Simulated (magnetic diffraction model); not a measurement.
# CeAsS4: what an assumed order does to the neutron pattern

Space group P3_121 (no. 152), a = 8.5740 Å, c = 7.8280 Å.

```csv
site,atom,x,y,z
3a,Ce,0.5104,0.5104,0
3b,As,0.5028,0.5028,1/2
6c,S,0.8652,0.3049,0.3099
6c,S,0.8550,0.5417,0.0117
```

This is a made-up structure (elements placed in a structure type, unrelaxed), so the numbers test the method and describe no known phase.

Only Ce is taken to order (form factors of Ce3+); orders and moment sizes are assumed, and not adapted to the symmetry. Radiation: neutrons of λ = 2.567 Å, 5° to 50°; isotropic B of 0.61 Å² (Ce), 0.73 Å² (As) and 0.75 Å² (S). The intensities are simulated: I ∝ L Σ (|F_N|² + |F_M⊥|²) for unpolarised neutrons, with F_M = 2.695 fm/μB × Σ f(s) S exp(2πi Q·r) exp(−B s²) at Q = H ± k (one set where k and −k are equivalent), only the part normal to Q counting and L = 1/(sin²θ cos θ). For collinear order S is the moment m, which repeats by lattice and centring translations R with the sign exp(−2πi k·R). Form factors are spin-only for 3d ions and dipole or tabulated for f ions, scattering lengths are Sears's of 1992, and absorption is left out. A label names one of the reflections at its angle. The strongest nuclear line in the range is 100, and lines under 0.2 are left out.

Assume the order k = (1/2 0 0), collinear moments along [120], 1.3 μB on Ce; signs + at (0.5104, 0.5104, 0), − at (0, 0.4896, 2/3), + at (0.4896, 0, 1/3).

Predict the pattern, nuclear and magnetic parts apart.

```csv
2θ (°),index,nuclear,magnetic
9.92,(1/2 0 0),0.0,16.6
17.22,(1/2 -1 0),0.0,0.4
19.91,(1 0 0),100.0,0.0
21.36,(1/2 0 1),0.0,3.6
25.66,(1/2 -1 1),0.0,3.4
26.44,(1/2 1 0),0.0,0.5
27.57,(1 0 1),16.7,0.0
30.05,(3/2 0 0),0.0,1.7
32.69,(1/2 1 1),0.0,4.4
34.84,(1 1 0),21.6,0.0
35.73,(3/2 0 1),0.0,1.1
36.31,(3/2 -2 0),0.0,1.0
39.65,(1/2 0 2),0.0,1.0
39.92,(1 1 1),35.4,0.0
40.45,(2 0 0),76.1,0.0
41.23,(3/2 -2 1),0.0,0.8
42.26,(1/2 -1 2),0.0,1.6
43.52,(1 0 2),71.4,0.0
44.26,(3/2 1 0),0.0,0.4
44.99,(2 0 1),13.5,0.0
46.66,(1/2 2 0),0.0,0.7
47.13,(1/2 1 2),0.0,2.5
48.52,(3/2 1 1),0.0,1.9
49.42,(3/2 0 2),0.0,0.6
```

The strongest magnetic line in the range is (1/2 0 0) at 9.92° (16.6). On top of the Lorentz factor, which all lines share, magnetic lines fade with angle because f falls: for Ce3+ it is 0.96, 0.86, 0.71 and 0.43 at sin θ/λ = 0.1, 0.2, 0.3 and 0.5 Å⁻¹, while nuclear lengths stay constant. The order has no net moment.

[Logs are printed without paths, hosts, clocks, repeated set-up lines and the standing remarks that a program may print on its own settings, such as how far it seeks lower states.]
